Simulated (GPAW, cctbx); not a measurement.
## (CdO)1(YN)1: what bonding does to one electron reflection, worked out

(CdO)1(YN)1, P4/mmm (no. 123), a = 3.5019 Å, b = 3.5019 Å, c = 4.6032 Å, α = 90.00°, β = 90.00°, γ = 90.00°.

| atom | mult. | x | y | z |
| --- | --- | --- | --- | --- |
| Cd1 | 1 | 0 | 0 | 0 |
| Y1 | 1 | 1/2 | 1/2 | 1/2 |
| O1 | 1 | 1/2 | 1/2 | 0 |
| N1 | 1 | 0 | 0 | 1/2 |

The cell is a (CdO)1(YN)1 superlattice along [001] of the rock-salt type, started at the mean lattice constant and relaxed freely, with no substrate.

A DFT run (GPAW, PBE, 550 eV, 7×7×6 k-points (along the axes of the calculation cell), Fermi–Dirac width 0.05 eV) gives the static X-ray structure factor of 101 as 60.128 e for the conventional cell; superposed free atoms give 60.877 e. **Problem.** Find the Fourier component V of the crystal potential and the two-beam extinction distance at 120 kV in both cases.

## Step 1: Geometry

The cell volume is Ω = 56.45 Å³ and d(101) = 2.7871 Å, so g = 1/d = 0.3588 Å⁻¹.

## Step 2: The nuclei

Electrons feel nuclei as well as electrons, so the nuclear charges are summed with the same phases.

Phase sums Σ exp(2πi h·x), turned so that the total is real and positive: Cd +1.000, Y +1.000, O -1.000, N -1.000. Then F_Z = 48 × (+1.000) + 39 × (+1.000) + 8 × (-1.000) + 7 × (-1.000) = 72.00 e. The electron term has the same sign for this reflection.

## Step 3: Mott–Bethe

Poisson's equation, term by term, gives V = (e/4πε₀)(F_Z − F)/(πΩg²), with e/4πε₀ = 14.3996 V Å.

The prefactor is 14.3996 × 2.7871²/(π × 56.45) = 0.63071 V per electron. Free atoms: (72.00 − 60.877) × 0.63071 = 7.015 V. Crystal: (72.00 − 60.128) × 0.63071 = 7.488 V. F changes by -1.23 % and V by +6.7 %: the same 0.75 e is measured against F_Z − F = 11.1 e in place of F = 60.9 e.

## Step 4: Extinction distance

In the two-beam case ξ = 1/(λU) with U = 2γm₀eV/h², that is ξ = 150.41 V Å²/(γλV).

At 120 kV, λ = 0.03349 Å and γ = 1.2348. Free atoms: ξ = 518 Å. Crystal: ξ = 486 Å. The thickness fringes go as sin²(πt/ξ), so the two patterns slip by a quarter of a period when t|1/ξ₁ − 1/ξ₀| = 1/4, at t ≈ 192 nm. Thermal motion, absorption and many-beam coupling, left out here, change a real pattern.

## Step 5: Answer

V(101) is 7.49 V against 7.02 V, and ξ is 486 against 518 Å. Limits: static atoms, two beams.
